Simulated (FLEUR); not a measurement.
# VCo: parallel and opposed starts, part 3 of 3

Does VCo prefer parallel or opposed moments?

FLEUR MaX-R8.1; PBEsol; all-electron FLAPW, Dirac cores, scalar-relativistic bands.

So far, largest spin moment in the muffin-tin sphere (μB): step 2 (order 1, typed as ferro +) 1.25; step 3 (order 2, typed as antiferro q=(1/2,1/2,1/2) +-) 1.17; step 4 (order 3, typed as antiferro q=(0,1/2,1/2) +-) 1.22; step 5 (run 4 (antiferro q=(0,0,1/2) +-)) 1.21.

### Step 6. Start 5: no spin polarisation

Without spin polarisation no moment can form, so the difference from the other runs is what forming moments gains.

The k list default-1 (kpts.xml, not shown) is a Γ-centred 10×10×10 mesh.

Input file inp.xml:

```
<?xml version="1.0" encoding="UTF-8" standalone="no"?>
<fleurInput fleurInputVersion="0.39">
   <comment>
      VCo
   </comment>
   <calculationSetup>
      <cutoffs Kmax="3.6" Gmax="10.8" GmaxXC="10.8" numbands="0"/>
      <scfLoop itmax="90" minDistance="0.00002" maxIterBroyd="15" imix="Anderson" alpha="0.05" precondParam="0.0" spinf="2.0" sdNocoIR="T"/>
      <coreElectrons ctail="T" frcor="F" kcrel="0" coretail_lmax="0"/>
      <xcFunctional name="PBEs" relativisticCorrections="F"/>
      <magnetism jspins="1"/>
      <soc l_soc="F" theta="0.0" phi="0.0" spav="F"/>
      <expertModes spex="0" secvar="F"/>
      <geometryOptimization l_f="F" forcealpha="1.0" forcemix="BFGS" epsdisp="0.00001" epsforce="0.00001"/>
      <ldaU l_linMix="F" mixParam="0.05" spinf="1.0"/>
   </calculationSetup>
   <cell>
      <bzIntegration valenceElectrons="30.0" mode="hist" fermiSmearingEnergy="0.00183747">
         <kPointListSelection listName="default-1"/>
         <xi:include xmlns:xi="http://www.w3.org/2001/XInclude" href="kpts.xml"> </xi:include>
      </bzIntegration>
      <xi:include xmlns:xi="http://www.w3.org/2001/XInclude" href="sym.xml"> </xi:include>
      <bulkLattice scale="1.0">
         <bravaisMatrix>
            <row-1>    5.4621167926492742     0.0000000000000000     0.0000000000000000</row-1>
            <row-2>    0.0000000000000000     5.4621167926492742     0.0000000000000000</row-2>
            <row-3>    0.0000000000000000     0.0000000000000000     5.4621167926492742</row-3>
         </bravaisMatrix>
      </bulkLattice>
   </cell>
   <atomSpecies>
      <species name="Vanadium (V)" element="V" atomicNumber="23">
         <mtSphere radius="2.31" gridPoints="763" logIncrement="0.016"/>
         <atomicCutoffs lmax="8" lnonsphr="6"/>
         <electronConfig flipSpins="F">
            <coreConfig>(1s1/2) (2s1/2) (2p1/2) (2p3/2)</coreConfig>
            <valenceConfig>(3s1/2) (3p1/2) (3p3/2) (4s1/2) (3d3/2) (3d5/2)</valenceConfig>
            <stateOccupation state="(3d3/2)" spinUp="0.600000" spinDown="0.600000"/>
            <stateOccupation state="(3d5/2)" spinUp="0.900000" spinDown="0.900000"/>
         </electronConfig>
         <energyParameters s="4" p="4" d="3" f="4"/>
         <lo type="SCLO" l="0" n="3" eDeriv="0"/>
         <lo type="SCLO" l="1" n="3" eDeriv="0"/>
      </species>
      <species name="Cobalt (Co)" element="Co" atomicNumber="27">
         <mtSphere radius="2.31" gridPoints="763" logIncrement="0.016"/>
         <atomicCutoffs lmax="8" lnonsphr="6"/>
         <electronConfig flipSpins="F">
            <coreConfig>(1s1/2) (2s1/2) (2p1/2) (2p3/2)</coreConfig>
            <valenceConfig>(3s1/2) (3p1/2) (3p3/2) (4s1/2) (3d3/2) (3d5/2)</valenceConfig>
            <stateOccupation state="(3d3/2)" spinUp="1.400000" spinDown="1.400000"/>
            <stateOccupation state="(3d5/2)" spinUp="2.100000" spinDown="2.100000"/>
         </electronConfig>
         <energyParameters s="4" p="4" d="3" f="4"/>
         <lo type="SCLO" l="0" n="3" eDeriv="0"/>
         <lo type="SCLO" l="1" n="3" eDeriv="0"/>
      </species>
   </atomSpecies>
   <atomGroups>
      <atomGroup species="Vanadium (V)">
         <relPos label="                   1">.0000000000 .0000000000 .0000000000</relPos>
         <force calculate="T" relaxXYZ="TTT"/>
      </atomGroup>
      <atomGroup species="Cobalt (Co)">
         <relPos label="                   2">1.000/2.000 1.000/2.000 1.000/2.000</relPos>
         <force calculate="T" relaxXYZ="TTT"/>
      </atomGroup>
   </atomGroups>
   <output dos="F" band="F" slice="F">
      <bandDOS minEnergy="-.5*Htr" maxEnergy="0.5*Htr" sigma="0.015" storeEVData="T"/>
      <plotting iplot="0" polar="F">
         <plot TwoD="T" vec1="  1.0  0.0  0.0" vec2="  0.0  1.0  0.0" vec3="  0.0  0.0  1.0" zero="  0.0  0.0  0.0" file="plot"/>
      </plotting>
      <moessbauerParams electricFieldGradient="F" isomerShift="F" coreHyperfine="F" valenceHyperfine="F"/>
   </output>
</fleurInput>
```

Input file crystal.txt:

```
VCo
&input film=F cartesian=F /
2.89042773000  0.00000000000  0.00000000000
0.00000000000  2.89042773000  0.00000000000
0.00000000000  0.00000000000  2.89042773000
1.8897261246
1.0 1.0 1.0

2
23 0.00000000000  0.00000000000  0.00000000000
27 0.50000000000  0.50000000000  0.50000000000

&kpt div1=10 div2=10 div3=10 gamma=T /
```

Run with:

```console
> OMP_NUM_THREADS=1 inpgen -f crystal.txt > inpgen.log  # inp.xml is then edited as shown
> OMP_NUM_THREADS=1 mpirun -n 4 fleur_MPI > fleur.log
```

The program printed:

```text
[banner, memory and clock lines left out]
Welcome to FLEUR        (www.flapw.de)
      MaX-Release 8.1          (www.max-centre.eu)

 ========== k-point set info ==========
 Selected k-point list: default-1
 k-point list type: mesh
 10 x 10 x 10
 Number of k points: 56

 [... set-up left out ...]
 Iteration:     1   Distance:      31.52410467 me/bohr^3
 Iteration:     2   Distance:      13.52765786 me/bohr^3
 Iteration:     3   Distance:      12.21871906 me/bohr^3
 Iteration:     4   Distance:      14.43705833 me/bohr^3
 Iteration:     5   Distance:      19.60645168 me/bohr^3
[...]
<FermiEnergy value="0.3858369614" units="Htr"/>
         [... left out ...]
         <totalEnergy value="    -2340.5815627558" units="Htr">
            <sumOfEigenvalues value="    -1352.2034670649">
               <coreElectrons value="-1329.5236497931"/>
               <valenceElectrons value="-22.6798172718"/>
            </sumOfEigenvalues>
         [... left out ...]
            <freeEnergy value="-2340.5831051811"/>
            <extrapolationTo0K value="-2340.5823339685"/>
         </totalEnergy>
         <densityConvergence units="me/bohr^3">
            <chargeDensity spin="1" distance="0.0000073160"/>
         </densityConvergence>
      </iteration>
```

Elapsed: 6.2 s, on 4 MPI ranks of Intel Xeon Platinum 8488C (Sapphire Rapids), shared host; peak memory 0.19 GiB; 24 s of CPU time.

Numbers from this step:

| Property | Result |
| --- | --- |
| free energy | -63690.5109 eV |
| program's band gap on this mesh (in a metal only a level spacing) | 3.63e-4 eV |
| final state | non-magnetic (no spin polarisation) |

It lies 132 meV a seeded atom over the first start.

### Step 7. An attempt with other settings

A slip in the input shows what the program catches and what it lets pass.

Input file inp.xml:

```
<?xml version="1.0" encoding="UTF-8" standalone="no"?>
<fleurInput fleurInputVersion="0.39">
   <comment>
      VCo
   </comment>
   <calculationSetup>
      <cutoffs Kmax="3.6" Gmax="10.8" GmaxXC="10.8" numbands="0"/>
      <scfLoop itmax="75" minDistance="0.00002" maxIterBroyd="15" imix="Anderson" alpha="0.05" precondParam="0.0" spinf="2.0" sdNocoIR="T"/>
      <coreElectrons ctail="T" frcor="F" kcrel="0" coretail_lmax="0"/>
      <xcFunctional name="PBEs" relativisticCorrections="F"/>
      <magnetism jspins="2"/>
      <soc l_soc="F" theta="0.0" phi="0.0" spav="F"/>
      <expertModes spex="0" secvar="F"/>
      <geometryOptimization l_f="F" forcealpha="1.0" forcemix="BFGS" epsdisp="0.00001" epsforce="0.00001"/>
      <ldaU l_linMix="F" mixParam="0.05" spinf="1.0"/>
   </calculationSetup>
   <cell>
      <bzIntegration valenceElectrons="30.0" mode="hist" fermiSmearingEnergy="0.00183747">
         <kPointListSelection listName="default-1"/>
         <xi:include xmlns:xi="http://www.w3.org/2001/XInclude" href="kpts.xml"> </xi:include>
      </bzIntegration>
      <xi:include xmlns:xi="http://www.w3.org/2001/XInclude" href="sym.xml"> </xi:include>
      <bulkLattice scale="1.0">
         <bravaisMatrix>
            <row-1>    5.4621167926492742     0.0000000000000000     0.0000000000000000</row-1>
            <row-2>    0.0000000000000000     5.4621167926492742     0.0000000000000000</row-2>
            <row-3>    0.0000000000000000     0.0000000000000000     5.4621167926492742</row-3>
         </bravaisMatrix>
      </bulkLattice>
   </cell>
   <atomSpecies>
      <species name="Vanadium (V)" element="V" atomicNumber="23">
         <mtSphere radius="2.31" gridPoints="763" logIncrement="0.016"/>
         <atomicCutoffs lmax="8" lnonsphr="6"/>
         <electronConfig flipSpins="F">
            <coreConfig>(1s1/2) (2s1/2) (2p1/2) (2p3/2)</coreConfig>
            <valenceConfig>(3s1/2) (3p1/2) (3p3/2) (4s1/2) (3d3/2) (3d5/2)</valenceConfig>
            <stateOccupation state="(3d3/2)" spinUp="0.600000" spinDown="0.600000"/>
            <stateOccupation state="(3d5/2)" spinUp="0.900000" spinDown="0.900000"/>
         </electronConfig>
         <energyParameters s="4" p="4" d="3" f="4"/>
      </species>
      <species name="Cobalt (Co2.000" element="Co" atomicNumber="27">
         <mtSphere radius="2.31" gridPoints="763" logIncrement="0.016"/>
         <atomicCutoffs lmax="8" lnonsphr="6"/>
         <electronConfig flipSpins="F">
            <coreConfig>(1s1/2) (2s1/2) (2p1/2) (2p3/2)</coreConfig>
            <valenceConfig>(3s1/2) (3p1/2) (3p3/2) (4s1/2) (3d3/2) (3d5/2)</valenceConfig>
            <stateOccupation state="(3d3/2)" spinUp="1.5" spinDown="1.3"/>
            <stateOccupation state="(3d5/2)" spinUp="3.0" spinDown="1.2"/>
         </electronConfig>
         <energyParameters s="4" p="4" d="3" f="4"/>
      </species>
   </atomSpecies>
   <atomGroups>
      <atomGroup species="Vanadium (V)">
         <relPos label="                   1">.0000000000 .0000000000 .0000000000</relPos>
         <force calculate="T" relaxXYZ="TTT"/>
      </atomGroup>
      <atomGroup species="Cobalt (Co2.000">
         <relPos label="                   2">1.000/2.000 1.000/2.000 1.000/2.000</relPos>
         <force calculate="T" relaxXYZ="TTT"/>
      </atomGroup>
   </atomGroups>
   <output dos="F" band="F" slice="F">
      <bandDOS minEnergy="-.5*Htr" maxEnergy="0.5*Htr" sigma="0.015" storeEVData="T"/>
      <plotting iplot="0" polar="F">
         <plot TwoD="T" vec1="  1.0  0.0  0.0" vec2="  0.0  1.0  0.0" vec3="  0.0  0.0  1.0" zero="  0.0  0.0  0.0" file="plot"/>
      </plotting>
      <moessbauerParams electricFieldGradient="F" isomerShift="F" coreHyperfine="F" valenceHyperfine="F"/>
   </output>
</fleurInput>
```

Input file crystal.txt:

```
VCo
&input film=F cartesian=F /
2.89042773000  0.00000000000  0.00000000000
0.00000000000  2.89042773000  0.00000000000
0.00000000000  0.00000000000  2.89042773000
1.8897261246
1.0 1.0 1.0

2
23 0.00000000000  0.00000000000  0.00000000000
27 0.50000000000  0.50000000000  0.50000000000 : 2.000

&kpt div1=10 div2=10 div3=10 gamma=T /
```

The program printed:

```text
[banner, memory and clock lines left out]
Welcome to FLEUR        (www.flapw.de)
      MaX-Release 8.1          (www.max-centre.eu)

 ========== k-point set info ==========
 Selected k-point list: default-1
 k-point list type: mesh
 10 x 10 x 10
 Number of k points: 56

 [... set-up left out ...]
 Iteration:     1   Distance:     269.53858247 me/bohr^3
 Iteration:     2   Distance:     244.72380091 me/bohr^3
 Iteration:     3   Distance:     127.37163503 me/bohr^3
 Iteration:     4   Distance:     103.71924255 me/bohr^3
 Iteration:     5   Distance:      22.18219953 me/bohr^3
 Iteration:     6   Distance:       6.01507951 me/bohr^3
 Iteration:     7   Distance:       2.98494306 me/bohr^3
 Iteration:     8   Distance:       2.11136242 me/bohr^3
 Iteration:     9   Distance:       0.44465194 me/bohr^3
 Iteration:    10   Distance:       0.30905045 me/bohr^3
 Iteration:    11   Distance:       0.06108270 me/bohr^3
 Iteration:    12   Distance:       0.02275803 me/bohr^3
 Iteration:    13   Distance:       0.00606690 me/bohr^3
 Iteration:    14   Distance:       0.00155745 me/bohr^3
 Iteration:    15   Distance:       0.00150312 me/bohr^3
 Iteration:    16   Distance:       0.00139315 me/bohr^3
 Iteration:    17   Distance:       0.00068532 me/bohr^3
 Iteration:    18   Distance:       0.00014824 me/bohr^3
 Iteration:    19   Distance:       0.00004727 me/bohr^3
 Iteration:    20   Distance:       0.00001146 me/bohr^3

 ********************************************************************
 Run finished successfully
 Stop message:
   all done
 ********************************************************************

--- out.xml (last complete iteration) ---
<iteration numberForCurrentRun="   20" overallNumber="   20">
         [... left out ...]
         <bandgap value="0.1972035303" units="eV"/>
         <sumValenceSingleParticleEnergies value="0.5388048466" units="Htr"/>
         <FermiEnergy value="0.9882570299" units="Htr"/>
         [... left out ...]
         <magneticMomentsInMTSpheres units="muBohr">
            <globalMagMoment atomType="1" vec="0.00000   0.00000   0.00000"/>
            <globalMagMoment atomType="2" vec="0.00000   0.00000   0.00000"/>
         </magneticMomentsInMTSpheres>
         [... left out ...]
         <totalEnergy value="    -2300.4828557519" units="Htr">
            <sumOfEigenvalues value="    -1356.6023577978">
               <coreElectrons value="-1357.1411626444"/>
               <valenceElectrons value="0.5388048466"/>
            </sumOfEigenvalues>
         [... left out ...]
            <freeEnergy value="-2300.4830314391"/>
            <extrapolationTo0K value="-2300.4829435955"/>
         </totalEnergy>
         <densityConvergence units="me/bohr^3">
            <chargeDensity spin="1" distance="0.0000077899"/>
            <chargeDensity spin="2" distance="0.0000071094"/>
            <overallChargeDensity distance="0.0000095415"/>
            <spinDensity distance="0.0000114636"/>
         </densityConvergence>
      </iteration>
```

Wall time 13 s (4 MPI ranks); peak memory 0.23 GiB; 49 s of CPU time.

The run converged, but its input is faulty, so its numbers are not to be trusted.

The fault in the input: semicore states without local orbitals.

The two runs compared:

```csv
quantity,this run,first run,difference
largest moment (μB),0,1.2456,-1.25
magnetization (μB),0,1.8906,-1.89
free energy (eV),-62599.33,-63690.64,1091
```

One result that differs is the largest moment, 0 μB against 1.25 μB.

Semicore states counted as valence have no basis functions without local orbitals, so their electrons fill higher states.

### Step 8. Energies of the orders

Free energies are divided by the number of seeded atoms, so that cells of unlike size compare. Wavevectors q in the names are fractions of the primitive cell's reciprocal vectors.

Orders:

```csv
start,final state,typed order kept,energy over the lowest (meV a seeded atom),largest sphere moment (μB),net moment (μB a primitive cell),mesh matched,CPU time (s)
ferro +,ferromagnetic,yes,0,1.246,1.891,yes,49.08
"antiferro q=(1/2,1/2,1/2) +-",antiferromagnetic,yes,41.04,1.167,0,yes,173.5
"antiferro q=(0,1/2,1/2) +-",antiferromagnetic,yes,34.04,1.218,0,yes,253.9
"antiferro q=(0,0,1/2) +-",antiferromagnetic,yes,64.26,1.205,0,yes,157.6
no spin polarisation,non-magnetic,-,131.5,0,0,yes,24.07
```

### Step 9. Results

| Quantity | Value |
| --- | --- |
| lowest state found | ferromagnetic (typed ferro +) |
| largest site spin moment | 1.25 μB |
| next finished state | antiferromagnetic, 34.0 meV a seeded atom higher |
| energy gained by spin polarisation | 132 meV a seeded atom |

**Reading.** The lowest state found is ferromagnetic, reached from the start ferro +, with moments up to 1.25 μB. The next finished state costs 34 meV a seeded atom. Only 5 starts were tried; other patterns of signs, canted and longer-period orders were not.

[Logs and program files are shortened in this print: banners, set-up blocks, solver, clock and traceback lines can be left out without a mark of their own.]

[Logs are printed without paths, hosts, clocks, repeated set-up lines and the standing remarks that a program may print on its own settings, such as how far it seeks lower states.]

[Hosts, paths, dates, database ids (printed as entryN), source tags and the programs' standing remarks are cut or masked in the printed files.]

[Where a cell is said to come from a database of computed structures, the database is the Materials Project.]
